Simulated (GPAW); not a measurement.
**Dielectric function and optical constants of Pd**

Aim: the dielectric function of Pd, and the optical constants that follow from it.

Method: DFT, PBE, plane-wave PAW (GPAW data sets), scalar-relativistic, RPA, optical limit, in GPAW 26.7.0.

Report form: the programs' logs are mostly left out.

**1. Set-up**

It takes space group Fm-3m (No. 225, cubic). The conventional cell has a = 3.893 Å, b = 3.893 Å, c = 3.893 Å, α = 90.00°, β = 90.00°, γ = 90.00°. Nearest to Pd lie 12 Pd at 2.75 Å.

**2. Ground state**

The self-consistent density comes first; it also tells whether there is a gap, which decides the occupations and the need for a Drude term.

This step: DFT, PBE, plane-wave PAW (GPAW data sets), scalar-relativistic, ground state (GPAW 26.7.0).

gs.py reads:

```python
from ase import Atoms
from ase.dft.bandgap import bandgap
from gpaw import GPAW, PW, FermiDirac

atoms = Atoms(['Pd'],
              cell=[[0.000000000000, 1.946500000000, 1.946500000000],
                    [1.946500000000, 0.000000000000, 1.946500000000],
                    [1.946500000000, 1.946500000000, 0.000000000000]],
              scaled_positions=[[0.000000000000, 0.000000000000, 0.000000000000]],
              pbc=[True, True, True])
atoms.calc = GPAW(mode=PW(500), xc='PBE', kpts={'size': (10, 10, 10), 'gamma': True},
                  occupations=FermiDirac(0.05), maxiter=150, txt='gs.txt')
print('energy (eV)', atoms.get_potential_energy())
print('Fermi level (eV)', atoms.calc.get_fermi_level())
print('valence electrons', atoms.calc.get_number_of_electrons())
print('gap (eV)', bandgap(atoms.calc, output=None)[0])
print('direct gap (eV)', bandgap(atoms.calc, direct=True, output=None)[0])
atoms.calc.write('gs.gpw')
```

Run with:

```bash
> OMP_NUM_THREADS=1 python gs.py
```

Wall time 4.3 s (1 thread of Arm Neoverse V2, shared host); peak memory 0.12 GiB.

Numbers from this step:

```
energy       : -3.879 eV
Fermi energy : 9.518 eV
electrons    : 16
```

There are states at the Fermi level within the smearing, so the occupations stay smeared and the carriers get a Drude term.

**3. Bands for the response**

At the fixed density, many empty bands are solved on the mesh of the response, since the spectrum sums over them.

This step: DFT, PBE, plane-wave PAW (GPAW data sets), scalar-relativistic, bands at fixed density (GPAW 26.7.0).

nscf.py reads:

```python
from ase.dft.bandgap import bandgap
from gpaw import GPAW, FermiDirac

calc = GPAW('gs.gpw').fixed_density(kpts={'size': (19, 19, 19), 'gamma': True}, nbands=25, convergence={'bands': 19},
                                    occupations=FermiDirac(0.05), txt='nscf.txt')
print('gap (eV)', bandgap(calc, output=None)[0])
print('direct gap (eV)', bandgap(calc, direct=True, output=None)[0])
print('top band over the Fermi level (eV)', min(calc.get_eigenvalues(kpt=k)[18] for k in range(len(calc.get_ibz_k_points()))) - calc.get_fermi_level())
calc.write('full.gpw', mode='all')
```

Run with:

```bash
> OMP_NUM_THREADS=1 python nscf.py
```

Run time: 26 s. Hardware: 1 thread; peak memory 0.18 GiB.

**4. Dielectric function, RPA**

Transitions between filled and empty bands, summed over the zone, give the optical response, so mesh, band count and broadening shape it.

The induced potential is part of this response.

This step: DFT, PBE, plane-wave PAW (GPAW data sets), scalar-relativistic, RPA, optical limit (GPAW 26.7.0).

df.py reads:

```python
from gpaw.response.df import DielectricFunction

df = DielectricFunction('full.gpw', frequencies={'type': 'nonlinear', 'domega0': 0.03, 'omega2': 8},
                        ecut=50,
                        eta=0.15,
                        nbands=19,
                        rate=0.05,
                        txt='df.txt')
for direction in ['x']:
    df.get_dielectric_function(xc='RPA', direction=direction, filename=f'df_{direction}.csv')
```

Run with:

```bash
> OMP_NUM_THREADS=1 python df.py
```

Elapsed: 7.6 s, on 1 thread; peak memory 0.19 GiB.

Some rows of df_x.csv (energy; Re and Im without local fields; Re and Im with them):

```text
0.000000, 21627.544248, -0.000000, 21627.346747, -0.000000
0.460735, -205.170490, 130.295861, -205.248562, 130.227924
0.943989, -56.981514, 49.265993, -57.045624, 49.223409
1.451455, -29.203114, 31.254879, -29.249291, 31.217861
1.984998, -18.593336, 16.608223, -18.635285, 16.573456
2.546682, -13.220402, 13.520894, -13.251137, 13.497442
3.138794, -8.671828, 7.458440, -8.712584, 7.433615
3.763875, -6.587260, 7.020991, -6.615650, 7.002169
4.424758, -3.468371, 4.682963, -3.499000, 4.667800
5.124608, -3.671246, 3.988952, -3.701700, 3.974375
5.866977, -2.526367, 3.345211, -2.552552, 3.330633
6.655862, -1.690325, 1.999366, -1.717266, 1.984955
7.495775, -0.978457, 1.565657, -1.005823, 1.562251
8.391833, 0.240715, 1.479871, 0.221515, 1.480585
9.349861, 0.479558, 1.593876, 0.451828, 1.597735
10.376517, 0.247030, 1.871479, 0.188069, 1.891745
11.479449, 0.533326, 1.754557, 0.446001, 1.784291
12.667487, 0.652027, 1.773774, 0.545444, 1.751933
13.950874, 0.639679, 1.862910, 0.565759, 1.790361
```

Sum at mesh points, not converged in k. Im ε, E ∥ x against photon energy; read off at these points:

```
photon energy (eV)  Im ε, E ∥ x
               0.5          118
               1.0         45.3
               1.5         29.8
               2.0         16.3
               2.5         14.1
               3.0         8.56
               3.5         7.52
               4.0         5.16
               4.5         4.80
               5.0         4.43
               5.5         3.59
               6.0         3.31
               6.5         2.01
               7.0         1.84
               7.5         1.56
               8.0         1.37
               8.5         1.64
               9.0         1.89
               9.5         1.74
              10.0         2.00
              10.5         1.64
              11.0         1.84
              11.5         1.76
              12.0         1.85
              12.5         1.74
              13.0         1.65
              13.5         1.80
```

Values under 1 per cm are given as 1; sum at mesh points, not converged in k. Table of absorption coefficient, E ∥ x by photon energy:

photon energy (eV), log10 absorption coefficient, E ∥ x (1/cm) and a bar from the least value:
```
    0.492        5.8 
    1.010        5.9 #######
    1.486        6.0 ##############
    1.985        6.0 #################
    2.508        6.0 ######################
    3.018        6.0 ########################
    3.510        6.0 ######################
    3.980        6.0 #########################
    4.516        6.0 ##################
    4.981        6.1 ##############################
    5.515        6.0 ##########################
    6.021        6.1 ##############################
    6.494        6.0 ########################
    6.985        6.0 ####################
    7.496        6.0 ###############
    8.026        5.9 ####
    8.516        5.9 ##
    9.023        5.9 ###########
    9.483        5.9 #####
   10.026        5.9 ##############
   10.519        5.9 #############
   11.029        6.0 #################
   11.479        6.0 ###################
   12.023        6.0 #####################
   12.504        6.0 #######################
   13.000        6.0 #######################
   13.512        6.0 ###########################
```

Sum at mesh points, not converged in k. Im ε, E ∥ x against photon energy; read off at these points:

```
photon energy (eV)  without local fields  with local fields
               0.5                   118                118
               1.0                  45.3               45.3
               1.5                  29.8               29.8
               2.0                  16.4               16.3
               2.5                  14.1               14.1
               3.0                  8.58               8.56
               3.5                  7.54               7.52
               4.0                  5.18               5.16
               4.5                  4.81               4.80
               5.0                  4.45               4.43
               5.5                  3.60               3.59
               6.0                  3.32               3.31
               6.5                  2.02               2.01
               7.0                  1.85               1.84
               7.5                  1.56               1.56
               8.0                  1.38               1.37
               8.5                  1.63               1.64
               9.0                  1.88               1.89
               9.5                  1.73               1.74
              10.0                  1.97               2.00
              10.5                  1.63               1.64
              11.0                  1.82               1.84
              11.5                  1.73               1.76
              12.0                  1.85               1.85
              12.5                  1.77               1.74
              13.0                  1.69               1.65
              13.5                  1.86               1.80
```

Sum at mesh points, not converged in k. Reflectivity at normal incidence, E ∥ x against photon energy; read off at these points:

```
photon energy (eV)  reflectivity at normal incidence, E ∥ x (%)
               0.5                                         92.4
               1.0                                         84.7
               1.5                                         78.5
               2.0                                         75.7
               2.5                                         70.2
               3.0                                         70.3
               3.5                                         60.3
               4.0                                         63.1
               4.5                                         49.2
               5.0                                         56.9
               5.5                                         50.9
               6.0                                         50.1
               6.5                                         51.5
               7.0                                         42.7
               7.5                                         37.2
               8.0                                         25.0
               8.5                                         14.9
               9.0                                         16.5
               9.5                                         13.1
              10.0                                         13.9
              10.5                                         15.2
              11.0                                         13.9
              11.5                                         13.7
              12.0                                         13.4
              12.5                                         13.6
              13.0                                         12.5
              13.5                                         12.7
```

The loss function −Im 1/ε at q → 0, E ∥ x has structure finer than the step of the table below, so its rows give means over 0.25 eV, whole bins alone (the curve runs from 0.305 to 14.0 eV). Peaks (eV: height): 8.208: 0.741, 9.218: 0.616, 10.519: 0.603.

Sum at mesh points, not converged in k. Loss function −Im 1/ε at q → 0, E ∥ x against energy loss; means over each step:

energy loss (eV), loss function −Im 1/ε at q → 0, E ∥ x and a bar:
```
     0.50      0.003 
     0.75      0.006 
     1.00      0.010 
     1.25      0.015 #
     1.50      0.018 #
     1.75      0.021 #
     2.00      0.028 #
     2.25      0.036 #
     2.50      0.039 #
     2.75      0.043 ##
     3.00      0.049 ##
     3.25      0.066 ###
     3.50      0.079 ###
     3.75      0.076 ###
     4.00      0.086 ###
     4.25      0.115 #####
     4.50      0.143 ######
     4.75      0.125 #####
     5.00      0.121 #####
     5.25      0.146 ######
     5.50      0.165 #######
     5.75      0.180 #######
     6.00      0.180 #######
     6.25      0.192 ########
     6.50      0.236 ##########
     6.75      0.300 ############
     7.00      0.341 ##############
     7.25      0.399 #################
     7.50      0.462 ###################
     7.75      0.576 ########################
     8.00      0.672 ############################
     8.25      0.722 ##############################
     8.50      0.604 #########################
     8.75      0.578 ########################
     9.00      0.534 ######################
     9.25      0.595 #########################
     9.50      0.533 ######################
     9.75      0.512 #####################
    10.00      0.461 ###################
    10.25      0.477 ####################
    10.50      0.577 ########################
    10.75      0.514 #####################
    11.00      0.503 #####################
    11.25      0.498 #####################
    11.50      0.520 ######################
    11.75      0.494 #####################
    12.00      0.493 ####################
    12.25      0.494 #####################
    12.50      0.526 ######################
    12.75      0.527 ######################
    13.00      0.546 #######################
    13.25      0.515 #####################
    13.50      0.495 #####################
    13.75      0.508 #####################
```

Optical constants at common wavelengths, from n + ik = √ε:

```
wavelength (nm)     n      k  R (%)     1/α
           1550  3.21  9.252   87.6   13 nm
           1064  2.70  6.701   81.6   13 nm
            633  1.80  4.732   76.2   11 nm
            532  1.77  4.040   70.4   10 nm
            450  1.41  3.638   70.4  9.8 nm
            405  1.20  3.317   69.7  9.7 nm
            365  1.29  2.842   61.3   10 nm
```

In reflection the computed colour is light grey: x = 0.319, y = 0.330, luminous reflectivity 72 %.

**5. Results**

At this level (PBE, RPA) Pd is a metal. The mesh is too coarse to trust the carriers' weight, the reflectivity or the colour to better than tens of per cent. In reflection the computed colour is light grey: x = 0.319, y = 0.330, luminous reflectivity 72 %. The carriers' damping of 0.05 eV is typed, not computed; it shapes the response at the lowest energies. In this version of GPAW the matrix elements of the optical limit are incomplete, which can lower ε − 1 by up to a tenth where first-row anions or d states rule, and shift it by more in d metals. GPAW's carrier term has the form −ωp²/(ω + i·rate)², which damps like twice the rate and fails at low energy, so the curves leave the lowest energies out. The sum runs over mesh points 0.15 Å⁻¹ apart with no interpolation, so peaks are partly noise of the mesh, and the Drude plasma energy, a sum over the Fermi surface, isn't converged.

[Machine, clock and banner lines and Python warnings are left out of the logs.]

[Logs are printed without paths, hosts, clocks, repeated set-up lines and the standing remarks that a program may print on its own settings, such as how far it seeks lower states.]

[Hosts, paths, dates, database ids (printed as entryN), source tags and the programs' standing remarks are cut or masked in the printed files.]
